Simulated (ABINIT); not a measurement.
# Beyond one shot: YVO4 (I4_1/amd)

How far does self-consistency move the gap of YVO4 (I4_1/amd)?

Method: LDA and many-body steps on it, plane waves, in ABINIT 10.8.3.

**1. Set-up**

The structure is tetragonal, space group I4_1/amd (No. 141). The conventional cell has a = 7.118 Å, b = 7.118 Å, c = 6.289 Å, α = 90.00°, β = 90.00°, γ = 90.00°. Nearest to Y lie 8 O at 2.30 to 2.43 Å. Nearest to V lie 4 O at 1.71 Å. Nearest to O lie 1 V at 1.71 Å and 2 Y at 2.30 to 2.43 Å. Farther neighbours and most contacts between anions are not listed.

Structure file:

```cif
data_structure
_symmetry_space_group_name_H-M 'P 1'
_symmetry_Int_Tables_number 1
_cell_length_a 5.9350
_cell_length_b 5.9350
_cell_length_c 5.9350
_cell_angle_alpha 106.304
_cell_angle_beta 106.304
_cell_angle_gamma 116.009
_cell_volume 159.34
loop_
_atom_site_label
_atom_site_type_symbol
_atom_site_fract_x
_atom_site_fract_y
_atom_site_fract_z
_atom_site_occupancy
Y1 Y 0.75000 0.25000 0.50000 1
Y2 Y 0.00000 0.00000 0.00000 1
V3 V 0.50000 0.50000 0.00000 1
V4 V 0.25000 0.75000 0.50000 1
O5 O 0.51000 0.32580 0.18420 1
O6 O 0.07580 0.39160 0.31580 1
O7 O 0.14160 0.32580 0.81580 1
O8 O 0.07580 0.76000 0.68420 1
O9 O 0.24000 0.92420 0.31580 1
O10 O 0.67420 0.49000 0.81580 1
O11 O 0.60840 0.92420 0.68420 1
O12 O 0.67420 0.85840 0.18420 1
```

The cell and positions come from the Crystallography Open Database and are kept as given unless a step says otherwise.

**2. Empty states on the mesh, 2×2×2 mesh, 146 bands**

This step: ABINIT 10.8.3; DFT, LDA, plane waves, norm-conserving pseudopotentials.

The sums over transitions need many empty states on a uniform mesh; this step solves for them.

Contents of run.abi:

```
acell 3*1.0 Angstrom
rprim 
  -3.559150000000 3.559150000000 3.144650000000
  3.559150000000 -3.559150000000 3.144650000000
  3.559150000000 3.559150000000 -3.144650000000
ntypat 3
znucl 39 23 8
natom 12
typat 1 1 2 2 3 3 3 3 3 3 3 3
xred 
  0.750000000000 0.250000000000 0.500000000000
  0.000000000000 0.000000000000 0.000000000000
  0.500000000000 0.500000000000 0.000000000000
  0.250000000000 0.750000000000 0.500000000000
  0.510000000000 0.325800000000 0.184200000000
  0.075800000000 0.391600000000 0.315800000000
  0.141600000000 0.325800000000 0.815800000000
  0.075800000000 0.760000000000 0.684200000000
  0.240000000000 0.924200000000 0.315800000000
  0.674200000000 0.490000000000 0.815800000000
  0.608400000000 0.924200000000 0.684200000000
  0.674200000000 0.858400000000 0.184200000000
pp_dirpath "pseudos"
pseudos "Y.upf, V.upf, O.upf"
ecut 38
ngkpt 2 2 2
nshiftk 1
shiftk 0 0 0
kptopt 1
chksymbreak 0
iscf -2
irdden 1
istwfk *1
nband 146
nbdbuf 12
tolwfr 1e-09
nstep 60
prtvol 0
indata_prefix "in"
outdata_prefix "out"
tmpdata_prefix "tmp"
```

The run is started by

```console
OMP_NUM_THREADS=1 mpirun -n 4 abinit run.abi > log
```

Numbers of over 12 decimals in the logs are rounded to 6 here.

The program printed:

```text
.Version 10.8.3 of ABINIT. v10.8.2 released Aug 2026.

 Symmetries : space group I4_1/a m d (#141); Bravais tI (body-center tetrag.)
[... echo of the input left out ...]
== DATASET  1 ==================================================================
-   mpi_nproc: 4, omp_nthreads: 1 (-1 if OMP is not activated)

--- !DatasetInfo
iteration_state: {dtset: 1, }
dimensions: {natom: 12, nkpt: 4, mband: 146, nsppol: 1, nspinor: 1, nspden: 1, mpw: 12033, }
cutoff_energies: {ecut:  38.0, pawecutdg:  -1.0, }
[...]
1.29060    1.29060    1.29258    1.29906    1.31160    1.31160    1.33091    1.34305
   1.36717    1.37240    1.39083    1.39813    1.39813    1.42252    1.43078    1.43090
   1.44854    1.47586
 prteigrs : prtvol=0 or 1, do not print more k-points.

== END DATASET(S) ==============================================================
================================================================================

 -outvars: echo values of variables after computation  --------
            nband         146
             nkpt           4
          spgroup         141
 [... the other variables as echoed above ...]

 Calculation completed.
```

It took 76 s on 4 MPI ranks of Arm Neoverse V1, shared host; peak memory 0.54 GiB.

This step gave:

```
gap                                                           : 2.875 eV
k of the valence top                                          : 0, 0, 0
k of the conduction bottom                                    : 0, 0, 0
least direct gap                                              : 2.875 eV
k points computed                                             : 4
lowest point of the top converged band, above the valence top : 32.30 eV
```

On this mesh the gap is 2.875 eV.

The density comes from a self-consistent run that is not shown.

**3. Screening, 2×2×2 mesh, 134 bands, screening to 89.8 eV**

The RPA dielectric matrix is built and inverted for each q.

This step: RPA screening on LDA, plane waves, norm-conserving pseudopotentials.

Edit run.abi of step 2 so:

```diff
@@ -30,10 +30,11 @@
 chksymbreak 0
-iscf -2
-irdden 1
 istwfk *1
-nband 146
-nbdbuf 12
-tolwfr 1e-09
-nstep 60
-prtvol 0
+occopt 1
+irdwfk 1
+optdriver 3
+nband 134
+ecuteps 3.3
+inclvkb 2
+awtr 1
+symchi 1
 indata_prefix "in"
```

The program printed:

```text
.Version 10.8.3 of ABINIT. v10.8.2 released Aug 2026.

 Symmetries : space group I4_1/a m d (#141); Bravais tI (body-center tetrag.)
[... echo of the input left out ...]
== DATASET  1 ==================================================================
-   mpi_nproc: 4, omp_nthreads: 1 (-1 if OMP is not activated)

--- !DatasetInfo
iteration_state: {dtset: 1, }
dimensions: {natom: 12, nkpt: 4, mband: 134, nsppol: 1, nspinor: 1, nspden: 1, mpw: 12033, }
cutoff_energies: {ecut:  38.0, pawecutdg:  -1.0, }
electrons: {nelect:   9.60000000E+01, charge:   0.00000000E+00, occopt:   1.00000000E+00, tsmear:   1.00000000E-02, }

 SCREENING: Calculation of the susceptibility and dielectric matrices

 Based on a program developped by R.W. Godby, V. Olevano, G. Onida, and L. Reining.
 Incorporated in ABINIT by V. Olevano, G.-M. Rignanese, and M. Torrent.
.Using double precision arithmetic ; gwpc =  8

[... cell and pseudopotentials left out ...]
--------------------------------------------------------------------------------

 ==== K-mesh for the wavefunctions ====
 Number of points in the irreducible wedge :     4
[... list of points left out ...]
 Together with 16 symmetry operations and time-reversal symmetry
 yields     8 points in the full Brillouin Zone.

 ==== Q-mesh for the screening function ====
 Number of points in the irreducible wedge :     4
[... list of points left out ...]
 Together with 16 symmetry operations and time-reversal symmetry
 yields     8 points in the full Brillouin Zone.

 setmesh: FFT mesh size selected  =    36x   36x   36
          total number of points  =        46656

 vcoul_init : cutoff-mode = AUXILIARY_FUNCTION
 q-points for optical limit:   1
     1)      0.000010    0.000020    0.000030

- screening: taking advantage of time-reversal symmetry
- Maximum band index for partially occupied states nbvw = 48
- Remaining bands to be divided among processors   nbcw = 86
- Number of bands treated by each node ~21

 Number of electrons calculated from density =   96.0000; Expected =   96.0000
 average of density, n =  0.089279
 r_s =    1.3880
 omega_plasma =   28.8224 [eV]

 calculating chi0 at frequencies [eV] :
  1    0.000000E+00    0.000000E+00
  2    0.000000E+00    2.882242E+01

--------------------------------------------------------------------------------
  q-point number  1        q = ( 0.000000, 0.000000, 0.000000) [r.l.u.]
--------------------------------------------------------------------------------
[... chi0 elements left out ...]
 For q-point:  0.000010 0.000020 0.000030
  dielectric constant =   4.0798
  dielectric constant without local fields =   4.9440

  Average fulfillment of the sum rule on Im[epsilon] for q-point    1 :     40.46  [%]
[... wings left out ...]
  q-point number  2        q = ( 0.500000, 0.000000, 0.000000) [r.l.u.]
--------------------------------------------------------------------------------
[... chi0 elements left out ...]
  Average fulfillment of the sum rule on Im[epsilon] for q-point    2 :     46.45  [%]

 [... 2 further q-points ...]
```

Wall time 94 s (4 MPI ranks); peak memory 1.9 GiB; 6.3 min of CPU time.

This step gave:

```
ε∞ with local fields, on this mesh, along the program's q direction : 4.080
the same without local fields                                       : 4.944
plasma frequency                                                    : 28.82 eV
plane waves in the screening matrix                                 : 297
```

Local fields lower ε∞ by 17 %. On a Γ-centred mesh this coarse the value itself is usually too large, while a short band sum pulls it down.

**4. G0W0**

The self-energy is evaluated for the states that the input lists, and the levels follow from it, in one-shot runs by the linearised quasiparticle equation.

This step: G0W0 on LDA, plane waves, norm-conserving pseudopotentials.

Edit run.abi of step 3 so:

```diff
@@ -33,8 +33,15 @@
 irdwfk 1
-optdriver 3
+optdriver 4
 nband 134
+gwcalctyp 0
+ecutsigx 38
+symsigma 1
+nkptgw 1
+kptgw 
+  0.0000000000 0.0000000000 0.0000000000
+bdgw 
+  46 50
 ecuteps 3.3
-inclvkb 2
-awtr 1
-symchi 1
+irdscr 1
+ppmodel 1
 indata_prefix "in"
```

The program printed:

```text
.Version 10.8.3 of ABINIT. v10.8.2 released Aug 2026.

 Symmetries : space group I4_1/a m d (#141); Bravais tI (body-center tetrag.)
[... echo of the input left out ...]
== DATASET  1 ==================================================================
-   mpi_nproc: 4, omp_nthreads: 1 (-1 if OMP is not activated)

--- !DatasetInfo
iteration_state: {dtset: 1, }
dimensions: {natom: 12, nkpt: 4, mband: 134, nsppol: 1, nspinor: 1, nspden: 1, mpw: 12033, }
cutoff_energies: {ecut:  38.0, pawecutdg:  -1.0, }
electrons: {nelect:   9.60000000E+01, charge:   0.00000000E+00, occopt:   1.00000000E+00, tsmear:   1.00000000E-02, }

 SIGMA: Calculation of the GW corrections

 Based on a program developped by R.W. Godby, V. Olevano, G. Onida, and L. Reining.
 Incorporated in ABINIT by V. Olevano, G.-M. Rignanese, and M. Torrent.
.Using double precision arithmetic ; gwpc =  8

[... cell and pseudopotentials left out ...]
--------------------------------------------------------------------------------

 ==== K-mesh for the wavefunctions ====
 Number of points in the irreducible wedge :     4
[... list of points left out ...]
 Together with 16 symmetry operations and time-reversal symmetry
 yields     8 points in the full Brillouin Zone.

 ==== Q-mesh for screening function ====
 Number of points in the irreducible wedge :     4
[... list of points left out ...]
 Together with 16 symmetry operations and time-reversal symmetry
 yields     8 points in the full Brillouin Zone.

 vcoul_init : cutoff-mode = AUXILIARY_FUNCTION
 q-points for optical limit:   1
     1)      0.000010    0.000020    0.000030
 setmesh: FFT mesh size selected  =    60x   60x   60
          total number of points  =       216000

 Number of electrons calculated from density =   96.0000; Expected =   96.0000
 average of density, n =  0.089279
 r_s =    1.3880
 omega_plasma =   28.8224 [eV]

 === KS Band Gaps ===
  >>>> For spin  1
   Minimum direct gap =   2.8750 [eV], located at k-point      :   0.0000  0.0000  0.0000
   Fundamental gap    =   2.8750 [eV], Top of valence bands at :   0.0000  0.0000  0.0000
                                       Bottom of conduction at :   0.0000  0.0000  0.0000
 SIGMA fundamental parameters:
 PLASMON POLE MODEL  1
 number of plane-waves for SigmaX                12033
 number of plane-waves for SigmaC and W            297
 number of plane-waves for wavefunctions         12033
 number of bands                                   134
 number of independent spin polarizations            1
 number of spinorial components                      1
 number of k-points in IBZ                           4
 number of q-points in IBZ                           4
 number of symmetry operations                      16
 number of k-points in BZ                            8
 number of q-points in BZ                            8
 number of frequencies for dSigma/dE                 9
 frequency step for dSigma/dE [eV]                0.25
 number of omega for Sigma on real axis              0
 max omega for Sigma on real axis  [eV]           0.00
 zcut for avoiding poles [eV]                     0.10

 EPSILON^-1 parameters (SCR file):
 dimension of the eps^-1 matrix on file            297
 dimension of the eps^-1 matrix used               297
 number of plane-waves for wavefunctions         12033
 number of bands                                   134
 number of q-points in IBZ                           4
 number of frequencies                               2
 number of real frequencies                          1
 number of imag frequencies                          1

 matrix elements of self-energy operator (all in [eV])

 Perturbative Calculation

--- !SelfEnergy_ee
iteration_state: {dtset: 1, }
kpoint     : [   0.000,    0.000,    0.000, ]
spin       : 1
KS_gap     :    2.875
QP_gap     :    5.238
Delta_QP_KS:    2.363
data: !SigmaeeData |
     Band     E0 <VxcDFT>   SigX SigC(E0)      Z dSigC/dE  Sig(E)    E-E0       E
       46   2.703 -19.236 -23.844   4.686   0.780  -0.282 -19.175   0.061   2.764
       47   2.703 -19.236 -23.844   4.686   0.780  -0.282 -19.175   0.061   2.764
       48   3.108 -19.464 -24.121   4.723   0.775  -0.290 -19.413   0.052   3.159
       49   5.983 -20.101 -12.980  -4.094   0.798  -0.254 -17.686   2.415   8.398
       50   6.715 -22.450 -14.685  -4.400   0.784  -0.275 -19.811   2.639   9.353

== END DATASET(S) ==============================================================
================================================================================

 -outvars: echo values of variables after computation  --------
           etotal      0.0000000000E+00
            nband         134
             nkpt           4
          spgroup         141
 [... the other variables as echoed above ...]

 Calculation completed.
```

Run time: 8.3 s. Hardware: 4 MPI ranks; peak memory 1.4 GiB.

This step gave:

| Item | Value |
| --- | --- |
| G0W0 gap on the points computed | 5.239 eV |
| starting gap on the mesh | 2.875 eV |
| k of the valence top | 0, 0, 0 |
| k of the conduction bottom | 0, 0, 0 |
| Z at the valence top | 0.775 |
| Z at the conduction bottom | 0.798 |
| least direct G0W0 gap on the computed points | 5.239 eV |

The gap on the mesh goes from 2.87 eV to 5.24 eV, a correction of +2.36 eV.

**5. evGW0, cycle 1**

This step: evGW0 on LDA, plane waves, norm-conserving pseudopotentials.

Edit run.abi of step 4 so:

```diff
@@ -35,10 +35,16 @@
 nband 134
-gwcalctyp 0
+gwcalctyp 10
 ecutsigx 38
 symsigma 1
-nkptgw 1
+nkptgw 4
 kptgw 
   0.0000000000 0.0000000000 0.0000000000
+  0.5000000000 0.0000000000 0.0000000000
+  0.5000000000 0.5000000000 0.0000000000
+  0.5000000000 0.5000000000 0.5000000000
 bdgw 
-  46 50
+  25 60
+  25 60
+  25 60
+  25 60
 ecuteps 3.3
```

The program printed:

```text
.Version 10.8.3 of ABINIT. v10.8.2 released Aug 2026.

 Symmetries : space group I4_1/a m d (#141); Bravais tI (body-center tetrag.)
[... echo of the input left out ...]
== DATASET  1 ==================================================================
-   mpi_nproc: 4, omp_nthreads: 1 (-1 if OMP is not activated)

--- !DatasetInfo
iteration_state: {dtset: 1, }
dimensions: {natom: 12, nkpt: 4, mband: 134, nsppol: 1, nspinor: 1, nspden: 1, mpw: 12033, }
cutoff_energies: {ecut:  38.0, pawecutdg:  -1.0, }
electrons: {nelect:   9.60000000E+01, charge:   0.00000000E+00, occopt:   1.00000000E+00, tsmear:   1.00000000E-02, }

 SIGMA: Calculation of the GW corrections

 Based on a program developped by R.W. Godby, V. Olevano, G. Onida, and L. Reining.
 Incorporated in ABINIT by V. Olevano, G.-M. Rignanese, and M. Torrent.
.Using double precision arithmetic ; gwpc =  8

[... cell and pseudopotentials left out ...]
--------------------------------------------------------------------------------

 ==== K-mesh for the wavefunctions ====
 Number of points in the irreducible wedge :     4
[... list of points left out ...]
 Together with 16 symmetry operations and time-reversal symmetry
 yields     8 points in the full Brillouin Zone.

 ==== Q-mesh for screening function ====
 Number of points in the irreducible wedge :     4
[... list of points left out ...]
 Together with 16 symmetry operations and time-reversal symmetry
 yields     8 points in the full Brillouin Zone.

 vcoul_init : cutoff-mode = AUXILIARY_FUNCTION
 q-points for optical limit:   1
     1)      0.000010    0.000020    0.000030
 setmesh: FFT mesh size selected  =    60x   60x   60
          total number of points  =       216000

 Number of electrons calculated from density =   96.0000; Expected =   96.0000
[...]
--- !SelfEnergy_ee
iteration_state: {dtset: 1, }
kpoint     : [   0.500,    0.500,    0.000, ]
spin       : 1
KS_gap     :    3.954
QP_gap     :    6.495
Delta_QP_KS:    2.541
data: !SigmaeeData |
     Band     E_DFT   <VxcDFT>   E(N-1)  <Hhartree>   SigX  SigC[E(N-1)]    Z     dSigC/dE  Sig[E(N)]  DeltaE  E(N)_pert E(N)_diago
[...]
--- !SelfEnergy_ee
iteration_state: {dtset: 1, }
kpoint     : [   0.500,    0.500,    0.500, ]
spin       : 1
KS_gap     :    4.219
QP_gap     :    6.806
Delta_QP_KS:    2.588
data: !SigmaeeData |
     Band     E_DFT   <VxcDFT>   E(N-1)  <Hhartree>   SigX  SigC[E(N-1)]    Z     dSigC/dE  Sig[E(N)]  DeltaE  E(N)_pert E(N)_diago
[...]
59    10.127   -14.693    10.127    24.820    -8.181    -3.635     0.834    -0.199   -12.295     2.398    12.525    13.003
       60    10.127   -14.693    10.127    24.820    -8.181    -3.635     0.834    -0.199   -12.295     2.398    12.525    13.003

 New Fermi energy :        2.238807E-01 Ha ,    6.092103E+00 eV

 === QP Band Gaps ===
  >>>> For spin  1
   Minimum direct gap =   5.8354 [eV], located at k-point      :   0.0000  0.0000  0.0000
   Fundamental gap    =   5.8354 [eV], Top of valence bands at :   0.0000  0.0000  0.0000
                                       Bottom of conduction at :   0.0000  0.0000  0.0000

 writing QP data on file : out_QPS

 Convergence of QP corrections
 >>>>> For spin  1 <<<<<
.  kptgw no:  1; Maximum DeltaE = (  -0.081   0.003) for band index: 26
.  kptgw no:  2; Maximum DeltaE = (  -0.096   0.004) for band index: 33
.  kptgw no:  3; Maximum DeltaE = (  -0.114  -0.000) for band index: 34
.  kptgw no:  4; Maximum DeltaE = (  -0.128   0.008) for band index: 34

== END DATASET(S) ==============================================================
================================================================================

 -outvars: echo values of variables after computation  --------
           etotal      0.0000000000E+00
            nband         134
             nkpt           4
          spgroup         141
 [... the other variables as echoed above ...]

 Calculation completed.
```

It took 2.3 min on 4 MPI ranks; peak memory 3.5 GiB.

Numbers from this step:

```
quasiparticle gap on the mesh                         : 5.836 eV
gap of the density functional on the mesh             : 2.875 eV
k of the valence top                                  : 0, 0, 0
k of the conduction bottom                            : 0, 0, 0
Z at the valence top                                  : 0.775
Z at the conduction bottom                            : 0.798
least direct quasiparticle gap on the computed points : 5.836 eV
```

Against G0W0 in ABINIT (2×2×2 mesh, 134 bands, screening to 89.8 eV, Godby-Needs plasmon pole), the gap moves by +0.597 eV. This first cycle still uses the starting levels; it takes the full correction, at all points of the mesh, and its linearised value is 5.239 eV.

**6. evGW0, cycle 2**

The corrected levels of the last cycle go back in.

Edit run.abi of step 5 so:

```diff
@@ -52,2 +52,3 @@
 ppmodel 1
+irdqps 1
 indata_prefix "in"
```

The program printed:

```text
.Version 10.8.3 of ABINIT. v10.8.2 released Aug 2026.

 Symmetries : space group I4_1/a m d (#141); Bravais tI (body-center tetrag.)
[... echo of the input left out ...]
== DATASET  1 ==================================================================
-   mpi_nproc: 4, omp_nthreads: 1 (-1 if OMP is not activated)

--- !DatasetInfo
iteration_state: {dtset: 1, }
dimensions: {natom: 12, nkpt: 4, mband: 134, nsppol: 1, nspinor: 1, nspden: 1, mpw: 12033, }
cutoff_energies: {ecut:  38.0, pawecutdg:  -1.0, }
[...]
.  kptgw no:  2; Maximum DeltaE = (   0.076   0.006) for band index: 33
.  kptgw no:  3; Maximum DeltaE = (   0.069   0.005) for band index: 33
.  kptgw no:  4; Maximum DeltaE = (   0.027   0.004) for band index: 33

== END DATASET(S) ==============================================================
================================================================================

 -outvars: echo values of variables after computation  --------
           etotal      0.0000000000E+00
            nband         134
             nkpt           4
          spgroup         141
 [... the other variables as echoed above ...]

 Calculation completed.
```

It took 2.3 min on 4 MPI ranks; peak memory 3.5 GiB.

This step gave:

```yaml
quasiparticle_gap_on_the_mesh: 5.644 eV
gap_of_the_density_functional_on_the_mesh: 2.875 eV
k_of_the_valence_top: 0, 0, 0
k_of_the_conduction_bottom: 0, 0, 0
least_direct_quasiparticle_gap_on_the_computed_points: 5.644 eV
```

Against the cycle before, the gap moves by −0.192 eV.

(Continued in part 2 of 3.)

[Paths, hosts, dates, memory and timing lines, banners, echoed tables and standing remarks are left out of the program output.]

[Logs are printed without paths, hosts, clocks, repeated set-up lines and the standing remarks that a program may print on its own settings, such as how far it seeks lower states.]

[Runs of the session that timed out or met a known fault of the program may be left out.]

[Hosts, paths, dates, database ids (printed as entryN), source tags and the programs' standing remarks are cut or masked in the printed files.]

[G0W0 gaps are taken among the corrected bands and points alone; a level outside them can change the order at an edge.]

[Where Ansatz stands beside ABINIT at settings called matched, ABINIT's density can come from a denser mesh and the files from another edition; pairs whose starting gaps differed by over 0.03 eV were left out, so agreement reads better than it is.]
